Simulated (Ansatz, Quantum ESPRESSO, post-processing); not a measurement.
# Conductance against width: vacuum gaps between two Pb(100) faces, part 5 of 5

Wanted: T at the Fermi level along a series, and its decay constant, for vacuum gaps between two Pb(100) faces.

Quantum ESPRESSO 7.5; plane-wave DFT, PBE, GBRV ultrasoft pseudopotentials; cross-check by Ansatz 0.2.0 with PAW datasets.

So far. Step 12 (The open system, 8 Å): T goes from 0.00608 to 0.00107, a factor of 5.7. Step 13 (The same in Ansatz, 8 Å): Ansatz finds T = 9.4e-4 against pwcond's 0.00107.

### Step 15. The open system, 9 Å

Level of this step: transmission by pwcond, lead and junction from one cell; plane-wave DFT, PBE, GBRV ultrasoft pseudopotentials (Quantum ESPRESSO).

j4.cond.in reads:

```
&inputcond
  outdir = './out'
  prefixt = 'j4.scf'
  tran_file = 'j4.cond.dat'
  bdl = 1.4142135624
  bds = 10.3085765933
  ikind = 1
  ewind = 4.0
  epsproj = 1e-05
  nz1 = 7
  energy0 = 0.4
  denergy = -0.4
/
15
  0.00000000 0.00000000 0.01562500
  0.00000000 0.12500000 0.06250000
  0.00000000 0.25000000 0.06250000
  0.00000000 0.37500000 0.06250000
  0.00000000 0.50000000 0.03125000
  0.12500000 0.12500000 0.06250000
  0.12500000 0.25000000 0.12500000
  0.12500000 0.37500000 0.12500000
  0.12500000 0.50000000 0.06250000
  0.25000000 0.25000000 0.06250000
  0.25000000 0.37500000 0.12500000
  0.25000000 0.50000000 0.06250000
  0.37500000 0.37500000 0.06250000
  0.37500000 0.50000000 0.06250000
  0.50000000 0.50000000 0.01562500
3
```

On the command line:

```console
OMP_NUM_THREADS=1 mpirun -n 4 pwcond.x -in j4.cond.in > j4.cond.out
```

What it wrote:

```text
[banner, memory and clock lines left out]
Program PWCOND v.7.5 starts

     ./out/j4.scf.save/

[...]
negative rho (up, down):  1.816E-01 0.000E+00
     Reading collected, re-writing distributed wavefunctions

===== INPUT FILE containing all the regions =====

     GEOMETRY:

     lattice parameter (alat)  =       6.7213  a.u.
     the volume                =    3130.0715 (a.u.)^3
     the cross section         =      45.1756 (a.u.)^2
     l of the unit cell        =      10.3086 (alat)
     number of atoms/cell      =           12
[...]
-0.3800605  -0.0000114  -0.4000000
 Left moving states:
   k1(2pi/a)   k2(2pi/a)   E-Ef (eV)
   0.3800603  -0.0000114  -0.4000000
   0.3800603  -0.0000114  -0.4000000

 to transmit
 Band j to band i transmissions and reflections:
    j         i     |T_ij|^2    |R_ij|^2

    1 -->     1     0.00000     0.78276
    1 -->     2     0.00000     0.21724
   Total T_j, R_j =    0.00000  1.00000

    2 -->     1     0.00000     0.21724
    2 -->     2     0.00000     0.78276
   Total T_j, R_j =    0.00000  1.00000

E-Ef(ev), T(x2 spins) =   -0.4000000   0.0000002
   T_tot     0.40000      0.64289E-03
   T_tot     0.00000      0.32418E-03
   T_tot    -0.40000      0.20584E-03
```

Wall time 2.9 min (4 MPI ranks of Arm Neoverse N1, shared host); peak memory 0.3 GiB; 12 min of CPU time.

This step gave:

```
transmission at the Fermi level, one spin : 1.62e-4
conductance                               : 1.62e-4 G₀
```

Per spin; mean over the k mesh across the current. The transmission, zone mean by energy, zero at the Fermi level:

```csv
energy (eV),"transmission, zone mean"
-0.400,1.0e-4
0.000,1.6e-4
0.400,3.2e-4
```

T goes from 0.00107 to 1.6e-4, a factor of 6.6.

### Step 16. Cross-check with Ansatz, 9 Å

Level of this step: plane-wave DFT, PBE, Ansatz PAW (Ansatz 0.2.0).

input.yaml reads:

```yaml
crystal:
  lattice:
    - [3.5567471094, 0.0, 0.0]
    - [0.0, 3.5567471094, 0.0]
    - [0.0, 0.0, 36.665]
  atoms:
    - { symbol: Pb, position: [0.0, 0.0, 0.0] }
    - { symbol: Pb, position: [0.5, 0.5, 0.068594027] }
    - { symbol: Pb, position: [0.0, 0.0, 0.137188054] }
    - { symbol: Pb, position: [0.5, 0.5, 0.205782081] }
    - { symbol: Pb, position: [0.0, 0.0, 0.274376108] }
    - { symbol: Pb, position: [0.5, 0.5, 0.342970135] }
    - { symbol: Pb, position: [0.0, 0.0, 0.588435838] }
    - { symbol: Pb, position: [0.5, 0.5, 0.657029865] }
    - { symbol: Pb, position: [0.0, 0.0, 0.725623892] }
    - { symbol: Pb, position: [0.5, 0.5, 0.794217919] }
    - { symbol: Pb, position: [0.0, 0.0, 0.862811946] }
    - { symbol: Pb, position: [0.5, 0.5, 0.931405973] }
kpoints:
  mp_grid: { grid: [7, 7, 1] }
hamiltonian:
  xc: pbe
scf:
  occupations: { method: fermi_dirac, width: 0.1 }
  convergence: { dr2_threshold: 1.0e-08 }
output:
  transmission: { leads: [[0, 2]], e_range: [-0.4, 0.4], de: 0.4, kmesh: [8, 8] }
  write_potential: true
  write_density: true
  volumetric_format: npy
```

On the command line:

```console
ansatz run input.yaml --threads 4 --pin off --max-ram 8192MiB --backend cpu --events-out ev --progress --plain --runs-dir out
```

What it wrote:

```text
[...]
Crystal: 12 atoms, lattice volume = 463.829 Å³
Basis set: ecut = 420 eV, 9007 PW (Γ)
Bands: 101, of which v1, the nominal top of the filled ones, is band 84 counted from 1 (83 counted from 0)
Symmetry: 16 space group operations
[...]
k-points: 10 of 49
[...]
k-point 9: bands = [... 80 lower, 6.0013, 6.0183, 6.2001, 6.4539, 6.4799, 6.7831, 7.0125, 7.1862, ... 13 higher]
--- Transmission ---
  basis      : 109 plane waves across, 46 finite elements along
  points     : 15, standing for a mesh of 8 x 8
[...]
channels       : 1.546875e0 a spin
[...]
slowest decay  : 0.0710 /Å at (0.5000, 0.0000)
  junction   : crystal 0 to crystal 0, -0.56 to 31.08 Å
    transmission   : 1.468117e-4 a spin
[...]
[key lines of the parts left out:]
SCF converged after 8 iterations
Free energy (F): -142876.533958 eV
Fermi energy:    7.842919 eV
```

The job ended after 47 s (4 threads; peak memory 1.4 GiB).

This step gave:

```
free energy                                  : -142876.5340 eV
energy at zero smearing                      : -142876.4147 eV
smearing term TS                             : 0.2386 eV
Fermi energy                                 : 7.843 eV
transmission at the Fermi level, one spin    : 1.47e-4
step of the lead's Hamiltonian over a period : 57.9 meV
```

Per spin; mean over the k mesh across the current. The transmission, zone mean by energy, zero at the Fermi level:

```csv
energy (eV),"transmission, zone mean"
-0.400,9.4e-5
0.000,1.5e-4
0.400,2.9e-4
```

Ansatz finds T = 1.5e-4 against pwcond's 1.6e-4.

### Step 17. The series side by side

All levels:

```csv
level,T by pwcond,T by Ansatz,lead channels,CPU time (s)
5 Å,0.1753,0.177,1.547,1427
6 Å,0.03368,0.03382,1.547,1422
7 Å,0.006076,0.005765,1.547,1436
8 Å,0.001069,9.41e-4,1.547,1670
9 Å,1.62e-4,1.47e-4,1.547,1689
```

### Step 18. Worked from the printed numbers

For the narrowest barrier, the Landauer sum over the mesh, Σ w T = 0.1250 × 0.268 + 0.1250 × 0.186 + 0.1250 × 0.184 + … = 0.1753.

G = 0.175 × 77.48 µS = 13.6 µS a cell. Times the area of 12.650 Å², the resistance-area product is A/G = 9.31 fΩ m², the leads' contact resistance included.

Free electrons at 4 an atom (2 atoms in 63.6 Å³) have k_F = 1.550 1/Å and offer A k_F²/4π = 2.42 channels per spin; the lead has 1.55 on this mesh.

κ = ln(T₁/T₂)/(2Δd) = ln(0.001069/0.0001621)/(2 × 1 Å) = 0.94 1/Å.

### Step 19. What came out

| Quantity | Value |
| --- | --- |
| conductance a cell at 5 Å | 0.175 G₀ |
| conductance a cell at 6 Å | 0.0337 G₀ |
| conductance a cell at 7 Å | 0.00608 G₀ |
| conductance a cell at 8 Å | 0.00107 G₀ |
| conductance a cell at 9 Å | 1.6e-4 G₀ |
| fall of ln T per Å over the last interval | 1.89 |

**Reading.** The conductance goes from 0.175 G₀ at 5 Å to 1.6e-4 G₀ at 9 Å (PBE, GBRV ultrasoft). Interval by interval ln T falls by 1.65, 1.71, 1.74 and 1.89 per Å. The last interval gives κ = 0.94 1/Å in T ∝ exp(−2κd), an apparent barrier of (κ/0.512)² = 3.4 eV. Ansatz follows the series within a factor of 1.14. Points with over 2.5 times the mean carry up to 62 % of T, so the means lean on few points, and the mesh was not tested. The geometries are as built, not relaxed, and the leads are short. Semilocal functionals lack the image potential in a vacuum gap. Spin-orbit coupling is left out; depending on the atoms that carry the band edges, it can split and shift them by up to an eV.

[Long decimals in the printed logs are rounded to 6 places.]

[Repeated lines of the later SCF iterations (solver, time, negative density, dipole) and banner, clock, host and MPI lines are left out of these logs without a mark at each place.]

[Logs are printed without paths, hosts, clocks, repeated set-up lines and the standing remarks that a program may print on its own settings, such as how far it seeks lower states.]

[Hosts, paths, dates, database ids (printed as entryN), source tags and the programs' standing remarks are cut or masked in the printed files.]

[Maps of the electrostatic potential energy from Ansatz leave out the sawtooth potential of an applied field or a dipole correction, so their vacuum need not be flat; planar profiles and work functions include it.]
